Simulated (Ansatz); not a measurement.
# MoS2 (P6_3/mmc): zone-centre modes under pressure

Aim: how do the optical modes of MoS2 (P6_3/mmc) move with volume?

Method: DFT PBE+D3(BJ), scalar-relativistic, plane waves, PAW; PAW set soft_1, in Ansatz 0.2.0.

The database entry behind the starting cell differs from later determinations by our own check (about 0.3 % long), so it need not match the best structure at ambient conditions.

## (1) The structure

It takes space group P6_3/mmc (No. 194, hexagonal). The conventional cell has a = 3.169 Å, b = 3.169 Å, c = 12.324 Å, α = 90.00°, β = 90.00°, γ = 120.00°. S has 3 Mo at 2.41 Å nearest. Mo has 6 S at 2.41 Å nearest. Farther neighbours and most contacts between anions are not listed.

## (2) Bringing the structure to rest

Harmonic phonons are second derivatives at a point where the forces vanish, and they are wanted at zero stress, so atoms and cell are relaxed first.

Input file input.yaml:

```yaml
crystal:
  lattice:
    - [3.169, 0.0, 0.0]
    - [-1.5845, 2.7444345046, 0.0]
    - [0.0, 0.0, 12.324]
  atoms:
    - { symbol: S, position: [0.33333333, 0.66666667, 0.623] }
    - { symbol: S, position: [0.66666667, 0.33333333, 0.123] }
    - { symbol: S, position: [0.33333333, 0.66666667, 0.877] }
    - { symbol: S, position: [0.66666667, 0.33333333, 0.377] }
    - { symbol: Mo, position: [0.33333333, 0.66666667, 0.25] }
    - { symbol: Mo, position: [0.66666667, 0.33333333, 0.75] }
kpoints:
  mp_grid: { grid: [12, 12, 4] }
hamiltonian:
  xc: pbe
  dispersion: d3bj
  pseudopotentials: { kind: paw, azcp: { folder: soft_1 } }
scf:
  occupations: { method: gaussian, width: 0.02 }
output:
  forces: true
  stress: true
  eigenvalues: true
  write_density: true
  write_potential: true
  elf: true
  volumetric_format: npy
relax:
  adjacent_minimum: "off"
  f_tol: 0.005
  max_steps: 80
  cell: { stress_tol: 0.05 }
```

Run with:

```console
> ansatz run input.yaml --threads 4 --pin off --max-ram 16384MiB --backend cpu --events-out ev --progress --plain --runs-dir out
```

Numbers of over 12 decimals in the logs are rounded to 6 here.

What it wrote:

```text
Engine: ansatz 0.2.0, aarch64-unknown-linux-gnu
Pseudopotentials: kind: paw
Pseudopotential: S, paw, valence charge 6, recommended cutoff 420 eV (normal), soft_1/S.paw.azcp
Pseudopotential: Mo, paw, valence charge 14, recommended cutoff 420 eV (normal), soft_1/Mo.paw.azcp
Functional definition: PBE
  parameter kappa = 0.804
  parameter beta = 0.066725
  exchange = pbe_x(kappa = kappa, mu = beta*pi^2/3)
  correlation = pbe_c(beta = beta)
Crystal: 6 atoms, lattice volume = 107.183 Å³
Basis set: ecut = 420 eV, 2081 PW (Γ), exchange–correlation on 48×48×180 points (8 copies of the dense FFT grid, shifted against one another)
Bands: 32, of which v1, the nominal top of the filled ones, is band 26 counted from 1 (25 counted from 0)
Symmetry: 24 space group operations
Space group: P63/mmc (ITA 194), of the structure as read, at distance tolerance 4.8e-5 Å
k-points: 57 of 576
Non-local potential: S, projectors of the file, l = 0: 2, l = 1: 2, l = 2: 1
Non-local potential: Mo, projectors of the file, l = 0: 3, l = 1: 2, l = 2: 2, l = 3: 1
PAW form: soft (Blöchl's): semilocal exchange-correlation on the pseudo side does not see the compensation charge
PAW one-centre angular grid: S, 110 points (default); XC on 64 Gauss nodes
PAW one-centre angular grid: Mo, 590 points (default); XC on 64 Gauss nodes
Initial density: superposition of atomic densities (chi_scale 0.1, normalization cell, long waves kept (reshape's long-wave potential 0.07 eV rms))
Initial wavefunctions: pseudopotential atomic-orbital guess
Functional: x = pbe(κ = 0.804, μ = 0.219515), c = pbe(β = 0.066725)
SCF iter   1: F=—  HF=-13529.670769 eV  |F-HF|=—  |Δ(HF+E_count)|=         —  Δρ=6.10e-2  dr2=5.02e0  ethr=3.10e-3  ⟨swp⟩=8.8  Hψ=9625  notcnv=0
preconditioner: auto → Resta (q_TF=auto, 2.418 Å⁻¹)  ε∞=7.9  [insulator: Δε(μ)=0.762 eV  Ē_g=8.169 eV  σ=0.020 eV  W_gap=1.00  n_scr=26 (ndim 8)  ℏωp=21.5 eV  f_vac=0.001  D(μ)=0.00/eV (n_scr^D=0)  ε∞_Penn≈7.9]
SCF iter   2: F=—  HF=-13528.513602 eV  |F-HF|=—  |Δ(HF+E_count)|=    1.16e0  Δρ=3.14e-2  dr2=1.30e0  ethr=3.10e-3  ⟨swp⟩=2.3  Hψ=3378  notcnv=0  defer=84
SCF iter   3: F=—  HF=-13528.151447 eV  |F-HF|=—  |Δ(HF+E_count)|=   3.62e-1  Δρ=5.56e-3  dr2=4.72e-2  ethr=2.50e-3  ⟨swp⟩=2.3  Hψ=2913  notcnv=0  defer=84
SCF iter   4: F=—  HF=-13528.150122 eV  |F-HF|=—  |Δ(HF+E_count)|=   1.32e-3  Δρ=1.51e-3  dr2=3.96e-3  ethr=9.07e-5  ⟨swp⟩=2.2  Hψ=2914  notcnv=0  defer=83
SCF iter   5: F=—  HF=-13528.151765 eV  |F-HF|=—  |Δ(HF+E_count)|=   1.64e-3  Δρ=7.13e-4  dr2=7.99e-4  ethr=7.61e-6  ⟨swp⟩=2.4  Hψ=3647  notcnv=0  defer=83
SCF iter   6: F=—  HF=-13528.151853 eV  |F-HF|=—  |Δ(HF+E_count)|=   8.83e-5  Δρ=9.72e-5  dr2=1.42e-5  ethr=1.54e-6  ⟨swp⟩=2.4  Hψ=2959  notcnv=0  defer=83
SCF iter   7: F=—  HF=-13528.151899 eV  |F-HF|=—  |Δ(HF+E_count)|=   4.59e-5  Δρ=2.81e-5  dr2=8.82e-7  ethr=2.73e-8  ⟨swp⟩=2.1  Hψ=2860  notcnv=0  defer=83
SCF iter   8: F=-13528.151902 eV  HF=-13528.151902 eV  |F-HF|=5.02e-8  |Δ(HF+E_count)|=   3.10e-6  Δρ=4.40e-6  dr2=2.01e-8  ethr=1.92e-10  ⟨swp⟩=17.8  Hψ=16234  notcnv=0
SCF 1 converged in 8 iterations: F = -13528.151902 eV  dr2 = 2.01e-8
  greatest PAW one-centre occupation: 0.999 electrons in one spin orbital (limit 2), on the Mo atom at site 5 (counted from 0), in its partial waves of l = 0
relax step   1: F+E_penalty+E_count = -13528.15190209 eV  Δ(F+E_penalty+E_count) = +0.000e0 eV  max|allowed force component| = 6.148e-2 eV/Å  Δτ_max = 0.0000 Å  P = -1.903 GPa  Ω = 107.183 Å³  (8 SCF iters, dr2 threshold 1.00e-7 eV, accepted)
Crystal: 6 atoms, lattice volume = 100.739 Å³
Basis set: ecut = 420 eV, 1971 PW (Γ), exchange–correlation on 48×48×180 points (8 copies of the dense FFT grid, shifted against one another)
Initial density: handed on by an earlier stage of this run
Initial wavefunctions: those handed on with the density
iter 1 solved again at ethr=9.69e-5 eV; its pass at ethr=3.10e-3 eV (dr2=5.04e-2 eV) is discarded
SCF iter   1: F=—  HF=-13528.153175 eV  |F-HF|=—  |Δ(HF+E_count)|=         —  Δρ=5.82e-3  dr2=5.08e-2  ethr=9.69e-5  ⟨swp⟩=2.1  Hψ=11244  notcnv=0
preconditioner: auto → Resta (q_TF=auto, 2.444 Å⁻¹)  ε∞=8.9  [insulator: Δε(μ)=0.685 eV  Ē_g=7.895 eV  σ=0.020 eV  W_gap=1.00  n_scr=26 (ndim 8)  ℏωp=22.2 eV  f_vac=0.002  D(μ)=0.00/eV (n_scr^D=0)  ε∞_Penn≈8.9]
SCF iter   2: F=—  HF=-13528.143711 eV  |F-HF|=—  |Δ(HF+E_count)|=   9.46e-3  Δρ=3.38e-3  dr2=1.84e-2  ethr=9.69e-5  ⟨swp⟩=1.9  Hψ=2043  notcnv=0
SCF iter   3: F=—  HF=-13528.141282 eV  |F-HF|=—  |Δ(HF+E_count)|=   2.43e-3  Δρ=1.08e-3  dr2=1.47e-3  ethr=3.53e-5  ⟨swp⟩=3.0  Hψ=3611  notcnv=0
SCF iter   4: F=—  HF=-13528.141276 eV  |F-HF|=—  |Δ(HF+E_count)|=   6.19e-6  Δρ=4.64e-4  dr2=5.40e-4  ethr=2.83e-6  ⟨swp⟩=2.4  Hψ=3032  notcnv=0
SCF iter   5: F=—  HF=-13528.141233 eV  |F-HF|=—  |Δ(HF+E_count)|=   4.35e-5  Δρ=2.81e-4  dr2=2.11e-4  ethr=1.04e-6  ⟨swp⟩=2.1  Hψ=2321  notcnv=0
SCF iter   6: F=—  HF=-13528.141190 eV  |F-HF|=—  |Δ(HF+E_count)|=   4.28e-5  Δρ=6.24e-5  dr2=1.14e-5  ethr=4.05e-7  ⟨swp⟩=2.1  Hψ=2610  notcnv=0
SCF iter   7: F=-13528.141188 eV  HF=-13528.141188 eV  |F-HF|=1.25e-7  |Δ(HF+E_count)|=   1.95e-6  Δρ=8.48e-6  dr2=2.01e-7  ethr=1.15e-9  ⟨swp⟩=11.9  Hψ=16781  notcnv=0
the search or the solves at the SCF's close seem to have found levels that the self-consistency loop had missed (the run counts 1). By its estimate they hold under 1e-12 electrons; where the run keeps them, the occupations were computed again with them
SCF 2 converged in 7 iterations: F = -13528.141188 eV  dr2 = 2.01e-7
relax step   2: F+E_penalty+E_count = -13528.14118770 eV  Δ(F+E_penalty+E_count) = +1.071e-2 eV  max|allowed force component| = 2.115e-1 eV/Å  Δτ_max = 0.0670 Å  P = +1.353 GPa  Ω = 100.739 Å³  energy of the carried Pulay correction = +1.214e-3 eV  (7 SCF iters, dr2 threshold 6.00e-7 eV, rejected (line search))
Crystal: 6 atoms, lattice volume = 104.425 Å³
Basis set: ecut = 420 eV, 2009 PW (Γ), exchange–correlation on 48×48×180 points (8 copies of the dense FFT grid, shifted against one another)
iter 1 solved again at ethr=3.84e-5 eV; its pass at ethr=3.10e-3 eV (dr2=2.00e-2 eV) is discarded
SCF iter   1: F=—  HF=-13528.171741 eV  |F-HF|=—  |Δ(HF+E_count)|=         —  Δρ=3.50e-3  dr2=1.96e-2  ethr=3.84e-5  ⟨swp⟩=2.2  Hψ=10955  notcnv=0
preconditioner: auto → Resta (q_TF=auto, 2.429 Å⁻¹)  ε∞=8.8  [insulator: Δε(μ)=0.830 eV  Ē_g=7.813 eV  σ=0.020 eV  W_gap=1.00  n_scr=26 (ndim 8)  ℏωp=21.8 eV  f_vac=0.013  D(μ)=0.00/eV (n_scr^D=0)  ε∞_Penn≈8.8]
SCF iter   2: F=—  HF=-13528.168179 eV  |F-HF|=—  |Δ(HF+E_count)|=   3.56e-3  Δρ=1.97e-3  dr2=6.04e-3  ethr=3.78e-5  ⟨swp⟩=1.9  Hψ=2234  notcnv=0
SCF iter   3: F=—  HF=-13528.167132 eV  |F-HF|=—  |Δ(HF+E_count)|=   1.05e-3  Δρ=6.18e-4  dr2=8.35e-4  ethr=1.16e-5  ⟨swp⟩=2.1  Hψ=3018  notcnv=0
SCF iter   4: F=—  HF=-13528.167086 eV  |F-HF|=—  |Δ(HF+E_count)|=   4.56e-5  Δρ=3.23e-4  dr2=1.59e-4  ethr=1.60e-6  ⟨swp⟩=2.1  Hψ=2593  notcnv=0
SCF iter   5: F=—  HF=-13528.167125 eV  |F-HF|=—  |Δ(HF+E_count)|=   3.92e-5  Δρ=7.68e-5  dr2=1.59e-5  ethr=3.07e-7  ⟨swp⟩=2.0  Hψ=2622  notcnv=0
SCF iter   6: F=—  HF=-13528.167135 eV  |F-HF|=—  |Δ(HF+E_count)|=   9.48e-6  Δρ=2.21e-5  dr2=1.11e-6  ethr=3.07e-8  ⟨swp⟩=2.0  Hψ=2810  notcnv=0
SCF iter   7: F=—  HF=-13528.167136 eV  |F-HF|=—  |Δ(HF+E_count)|=   1.55e-6  Δρ=6.73e-6  dr2=5.41e-8  ethr=2.14e-9  ⟨swp⟩=2.3  Hψ=2989  notcnv=0
SCF iter   8: F=—  HF=-13528.167136 eV  |F-HF|=—  |Δ(HF+E_count)|=   7.98e-8  Δρ=1.06e-6  dr2=1.81e-9  ethr=1.04e-10  ⟨swp⟩=2.1  Hψ=2833  notcnv=0
SCF iter   9: F=—  HF=-13528.167136 eV  |F-HF|=—  |Δ(HF+E_count)|=   3.71e-9  Δρ=3.33e-7  dr2=1.21e-10  ethr=3.49e-12  ⟨swp⟩=2.7  Hψ=3327  notcnv=0
SCF iter  10: F=-13528.167136 eV  HF=-13528.167136 eV  |F-HF|=3.64e-12  |Δ(HF+E_count)|=  3.82e-11  Δρ=9.63e-8  dr2=1.05e-11  ethr=1.00e-12  ⟨swp⟩=7.6  Hψ=9828  notcnv=0
SCF 3 converged in 10 iterations: F = -13528.167136 eV  dr2 = 1.05e-11
relax step   3: F+E_penalty+E_count = -13528.16713629 eV  Δ(F+E_penalty+E_count) = -1.523e-2 eV  max|allowed force component| = 5.425e-2 eV/Å  Δτ_max = 0.0263 Å  P = -0.457 GPa  Ω = 104.425 Å³  energy of the carried Pulay correction = +5.104e-4 eV  (10 SCF iters, accepted)
[...]
relax step   4: F+E_penalty+E_count = -13528.16802503 eV  Δ(F+E_penalty+E_count) = -8.887e-4 eV  max|allowed force component| = 2.106e-2 eV/Å  Δτ_max = 0.0066 Å  P = -0.051 GPa  Ω = 103.764 Å³  energy of the carried Pulay correction = +6.349e-4 eV  (6 SCF iters, dr2 threshold 6.00e-7 eV, accepted)
[...]
relax step   5: F+E_penalty+E_count = -13528.16806605 eV  Δ(F+E_penalty+E_count) = -4.102e-5 eV  max|allowed force component| = 2.349e-3 eV/Å  Δτ_max = 0.0020 Å  P = +0.018 GPa  Ω = 103.848 Å³  energy of the carried Pulay correction = +6.190e-4 eV  (6 SCF iters, dr2 threshold 6.00e-8 eV, accepted)
Basis set: ecut = 420 eV, 2009 PW (Γ), exchange–correlation on 48×48×162 points (8 copies of the dense FFT grid, shifted against one another)
Initial wavefunctions: pseudopotential atomic-orbital guess (no wavefunctions were taken with the density)
iter 1 solved again at ethr=9.42e-7 eV; its pass at ethr=3.10e-3 eV (dr2=4.90e-4 eV) is discarded
SCF iter   1: F=—  HF=-13528.167454 eV  |F-HF|=—  |Δ(HF+E_count)|=         —  Δρ=4.54e-5  dr2=3.41e-7  ethr=9.42e-7  ⟨swp⟩=3.7  Hψ=14622  notcnv=0
eigensolver tolerance schedule: the retry pair's looser diagonalisation over-reported the residual by 1436.61 of it (diagonalisation noise at 0.78 of the residual, at the tolerance the schedule requests for it); recorded, not acted on — ethr = c·dr2/N_el stays at c = 1.0e-1
preconditioner: auto → Resta (q_TF=auto, 2.431 Å⁻¹)  ε∞=8.8  [insulator: Δε(μ)=0.785 eV  Ē_g=7.833 eV  σ=0.020 eV  W_gap=1.00  n_scr=26 (ndim 8)  ℏωp=21.9 eV  f_vac=0.009  D(μ)=0.00/eV (n_scr^D=0)  ε∞_Penn≈8.8]
SCF iter   2: F=—  HF=-13528.167457 eV  |F-HF|=—  |Δ(HF+E_count)|=   2.59e-6  Δρ=2.33e-5  dr2=7.72e-8  ethr=6.56e-10  ⟨swp⟩=3.2  Hψ=4019  notcnv=0
SCF iter   3: F=—  HF=-13528.167457 eV  |F-HF|=—  |Δ(HF+E_count)|=   1.33e-7  Δρ=2.74e-6  dr2=1.75e-9  ethr=1.49e-10  ⟨swp⟩=2.2  Hψ=3278  notcnv=0
SCF iter   4: F=—  HF=-13528.167457 eV  |F-HF|=—  |Δ(HF+E_count)|=   2.24e-9  Δρ=4.98e-7  dr2=2.02e-10  ethr=3.37e-12  ⟨swp⟩=2.0  Hψ=3277  notcnv=0
iter 5 did not close the SCF: its close was put off for the readings that it lacked (scf_convergence_deferred on its scf_iter line)
SCF iter   5: F=-13528.167457 eV  HF=-13528.167457 eV  |F-HF|=1.82e-12  |Δ(HF+E_count)|=  1.46e-11  Δρ=5.61e-8  dr2=3.20e-12  ethr=1.00e-12  ⟨swp⟩=2.3  Hψ=2752  notcnv=0
SCF iter   6: F=-13528.167457 eV  HF=-13528.167457 eV  |F-HF|=3.64e-12  |Δ(HF+E_count)|=  3.64e-12  Δρ=1.26e-8  dr2=2.38e-13  ethr=1.00e-12  ⟨swp⟩=5.2  Hψ=8527  notcnv=0
SCF 6 converged in 6 iterations: F = -13528.167457 eV  dr2 = 2.38e-13
relax step   6: F+E_penalty+E_count = -13528.16745700 eV  Δ(F+E_penalty+E_count) = +6.090e-4 eV  max|allowed force component| = 2.476e-3 eV/Å  Δτ_max = 0.0000 Å  P = +0.018 GPa  Ω = 103.848 Å³  stress off target by 1.85e-2 GPa  SCF on the basis re-selected at this cell (its energy is not comparable with the rows above)  (6 SCF iters)
basis re-selected at this cell: Δ(F+E_penalty+E_count) = +6.090e-4 eV, ΔP = +0.000 GPa vs the last step (what re-selecting the basis moved, of the pressure what is left beyond the Pulay correction that the steps carried, after the strain that the cell walked since its last selection, with what the two solves' SCF thresholds leave and, on support functions, any second-order correction that the steps lacked; it is no measure of the basis error at this ecutwfc). The dense FFT grid was sized anew with the basis: this SCF ran on 24×24×81 points, the steps before it on 24×24×90, so part of this shift can come from that change (see relax.cell in the input reference). [rest of the remark cut]
SCF converged after 6 iterations
Free energy (F): -13528.167457 eV
Harris-Foulkes:  -13528.167457 eV  (|F-HF|=3.64e-12)
Internal energy: -13528.167457 eV  (E = F + TS)
E sigma→0 (E₀):  -13528.167457 eV
Fermi energy:    11.856807 eV
--- Per-component energies (eV) ---
  E_band       = -287.026028
  E_kinetic    = 1270.824961
  E_local      = -3753.073901  (includes V_loc(G=0)·N_el)
  E_nonlocal   = 433.920848
  E_hartree    = 1445.661494
  E_xc         = -709.880995
  E_vxc        = -772.844252  (∫ρ·V_xc dr)
  E_paw        = -8857.325206  (= ΣΔE_a)
  E_vpaw       = -357.176780  (= ΣTr[D̂ρ^β])
  E_aug_tail   = 0.000091  (compensation charges beyond the density's cutoff)
  E_ewald      = -3355.669112
  E_disp       = -2.625638  (pairwise vdW)
  E_smearing   = -0.000000  (= −TS)
  E_closure    = 0.000000  (closes the sum)
  Σ components = -13528.167457   (vs F -13528.167457, Δ=0.00e0)
--- Forces (eV/Å), atoms counted from 1 ---
  atom   1  S     -0.00000000     0.00000000    -0.00247641
  atom   2  S      0.00000000    -0.00000000    -0.00247641
  atom   3  S     -0.00000000     0.00000000     0.00247641
  atom   4  S      0.00000000    -0.00000000     0.00247641
  atom   5  Mo     0.00000000     0.00000000     0.00000000
  atom   6  Mo    -0.00000000     0.00000000    -0.00000000
  max |Σ_I F_I| component: 8.67e-18 eV/Å
--- Stress (GPa, compression-positive) ---
        0.018479       0.000000      -0.000000
        0.000000       0.018479      -0.000000
       -0.000000      -0.000000       0.016672
  P = ⅓ Tr σ = 0.0179 GPa (0.179 kbar)
--- Band table (eV; the first three rows and the last of 57) ---
  k-point 0: bands = [... 22 lower, 9.3020, 10.1799, 10.3571, 11.4645, 13.5459, 13.5459, 13.5814, 13.5814, ... 2 higher]
  k-point 1: bands = [... 22 lower, 9.2931, 9.5589, 10.8282, 11.4011, 13.5457, 13.5457, 13.5649, 13.5649, ... 2 higher]
  k-point 2: bands = [... 22 lower, 9.2716, 9.2716, 11.1978, 11.1978, 13.5495, 13.5495, 13.5495, 13.5495, ... 2 higher]
  k-point 56: bands = [... 22 lower, 8.4942, 8.4942, 10.7063, 10.7063, 12.5238, 12.5238, 13.6796, 13.6796, ... 2 higher]
--- Relaxed structure (5 steps of the walk, 4 accepted, 1 SCFs on fresh bases) ---
  F+E_penalty+E_count = -13528.16745700 eV   max|allowed force component| = 2.476e-3 eV/Å   (the final SCF, on the basis selected at the relaxed cell)
  cell:  # Å, volume = 103.8482 Å³
    - [3.149230, 0, 0]
    - [-1.574615, 2.727314, 0]
    - [0, 0, 12.090919]
  atoms:
    - { symbol: S, position: [0.333333, 0.666667, 0.620500] }
    - { symbol: S, position: [0.666667, 0.333333, 0.120500] }
    - { symbol: S, position: [0.333333, 0.666667, 0.879500] }
    - { symbol: S, position: [0.666667, 0.333333, 0.379500] }
    - { symbol: Mo, position: [0.333333, 0.666667, 0.25] }
    - { symbol: Mo, position: [0.666667, 0.333333, 0.750000] }
```

The job ended after 22 s (4 threads of Arm Neoverse V1, shared host; peak memory 0.58 GiB).

The steps of the relaxation:

| step | energy less that of the first step (eV) | largest force component (eV/Å) | pressure (GPa) | volume (Å³) |
| --- | --- | --- | --- | --- |
| 1 | 0.0000 | 0.0615 | -1.90 | 107.18 |
| 2 | 0.0107 | 0.2115 | 1.35 | 100.74 |
| 3 | -0.0152 | 0.0542 | -0.46 | 104.43 |
| 4 | -0.0161 | 0.0211 | -0.05 | 103.76 |
| 5 | -0.0162 | 0.0023 | 0.02 | 103.85 |
| 6* | -0.0156 | 0.0025 | 0.02 | 103.85 |

Relaxation steps marked * repeat the geometry before them on a plane-wave basis chosen anew for their cell, so energy and pressure can jump there. Relaxation step 2 was tried and not accepted.

The run keeps the 24 symmetry operations that it works with, so distortions that break them were not tested.

| conventional cell, symmetrised | before | after | change |
| --- | --- | --- | --- |
| a (Å) | 3.169 | 3.149 | -0.6 % |
| b (Å) | 3.169 | 3.149 | -0.6 % |
| c (Å) | 12.324 | 12.091 | -1.9 % |
| volume (Å³/atom) | 17.86 | 17.31 | -3.1 % |

The atoms that moved most (Å, as changes of fractional coordinates times the final cell):

| atom | dx | dy | dz | length |
| --- | --- | --- | --- | --- |
| S1 | 0.000 | 0.000 | -0.030 | 0.030 |
| S4 | 0.000 | 0.000 | 0.030 | 0.030 |
| S2 | 0.000 | 0.000 | -0.030 | 0.030 |
| S3 | 0.000 | 0.000 | 0.030 | 0.030 |

Final coordinates:

```cif
data_structure
_symmetry_space_group_name_H-M 'P 1'
_symmetry_Int_Tables_number 1
_cell_length_a 3.1492
_cell_length_b 3.1492
_cell_length_c 12.0909
_cell_angle_alpha 90.000
_cell_angle_beta 90.000
_cell_angle_gamma 120.000
_cell_volume 103.85
loop_
_atom_site_label
_atom_site_type_symbol
_atom_site_fract_x
_atom_site_fract_y
_atom_site_fract_z
_atom_site_occupancy
S1 S 0.33333 0.66667 0.62050 1
S2 S 0.66667 0.33333 0.12050 1
S3 S 0.33333 0.66667 0.87950 1
S4 S 0.66667 0.33333 0.37950 1
Mo5 Mo 0.33333 0.66667 0.25000 1
Mo6 Mo 0.66667 0.33333 0.75000 1
```

Numbers from this step:

```
pressure          : 0.01788 GPa
gap on the k-mesh : 0.7855 eV
volume per atom   : 17.31 Å³
```

Electrostatic potential energy in the ac plane at fractional y = 0.333, with atoms of S and Mo within 0.2 Å of it. With pseudopotentials it is smooth inside the atoms' cores, unlike the true potential.

Ten even steps from '_' (-42 eV) to '@' (16 eV), each cell a mean:
```
@@@@@@@@@@@@@@@@@@@@@@@@@@@@@@@@
@@@@%%%%@@@@@@@@@@@@@@@@@@@@@@@@
%%%%######%%%%@@@@@@@@@@@@@@@@@@
%%%%%%%%%%%%%%%%%%%%%%%%%%%%%%%%
%%%%@@@@%%%%##**==::....::--++##
##%%@@@@%%%%++::____________..==
##%%@@@@%%%%**--____________::++
%%%%%%%%%%%%%%##**++======**##%%
%%%%####%%%%%%@@@@@@@@@@@@@@@@@@
%%%%%%%%%%%%@@@@@@@@@@@@@@@@@@@@
@@@@@@@@@@@@@@@@@@@@@@@@@@@@@@@@
@@@@@@@@@@@@@@@@@@@@@@@@@@@@@@@@
@@@@@@@@@@@@@@@@@@@@@@@@@@@@@@@@
@@@@@@@@@@@@%%##++==------++##%%
%%@@@@@@@@@@##==::::----::..--##
%%@@@@@@@@%%%%**--::::::::--++##
%%%%####%%%%%%%%%%##****####%%%%
##**++++**####%%%%@@@@@@@@@@%%%%
####******##%%%%%%%%%%%%%%%%%%%%
%%%%%%%%%%%%%%%%**++====++**##%%
%%@@@@@@@@%%##++::..::--::..==##
%%@@@@@@@@@@%%++::::::::::::==##
@@@@@@@@@@@@@@%%##********##%%@@
@@@@@@@@@@@@@@@@@@@@@@@@@@@@@@@@
```
Columns run along a (3.1 Å; values clipped at the 3rd and 97th percentile), rows up along c (12.1 Å). Atoms in or near the plane, at fractional coordinates: S at (0.67, 0.12), S at (0.67, 0.38), Mo at (0.67, 0.75).

ELF in the ac plane at fractional y = 0.333, with atoms of S and Mo within 0.2 Å of it. It is the smooth field of the valence electrons, not physical close to the nuclei.

Ten even steps from '0' (0.03) to '9' (0.92), each cell a mean:
```
1344321000000000
6788765310000024
7888876531111246
6777765422222235
2455432245666532
2222213677556764
1233212567667753
4566643234444323
7788776432111246
7888876421001135
5677653100000012
0111100001121100
1000013578998864
6200158999889998
7411368862001588
6311258885324788
2111124566666664
2233321122222211
1222222234444332
4211135787667876
7421368873001588
7411268985334788
4100136899999997
0000001346676531
```
Columns run along a (3.1 Å), rows up along c (12.1 Å). Atoms in or near the plane, at fractional coordinates: S at (0.67, 0.12), S at (0.67, 0.38), Mo at (0.67, 0.75).

Valence density in the ac plane at fractional y = 0.333, with atoms of S and Mo within 0.2 Å of it. It is the smooth field of the valence electrons, not physical close to the nuclei.

Ten steps, logarithmic in the rise over the least value, from '0' (0.0 e/Å³) to '9' (6.8 e/Å³), each cell a mean:
```
1111110000000000
2333332110000112
4444443322112223
4444444333443333
3333334567887754
4333335789999976
4333335689999875
4444444456666544
4444444333333333
3444433221111123
2222221100000011
0000000000000000
1000001223333321
2111123455665544
4222234565445655
4322334565555655
3333344445555444
4555544333333333
4455444333333333
4333334455555554
4322234565445655
3211234565555654
2100012345555443
0000000112222211
```
Columns run along a (3.1 Å), rows up along c (12.1 Å). Atoms in or near the plane, at fractional coordinates: S at (0.67, 0.12), S at (0.67, 0.38), Mo at (0.67, 0.75).

In this step the volume went from 17.86 to 17.31 Å³/atom.

[end of part 1 of 3]

[Logs are printed without paths, hosts, clocks, repeated set-up lines and the standing remarks that a program may print on its own settings, such as how far it seeks lower states.]

[Hosts, paths, dates, database ids (printed as entryN), source tags and the programs' standing remarks are cut or masked in the printed files.]
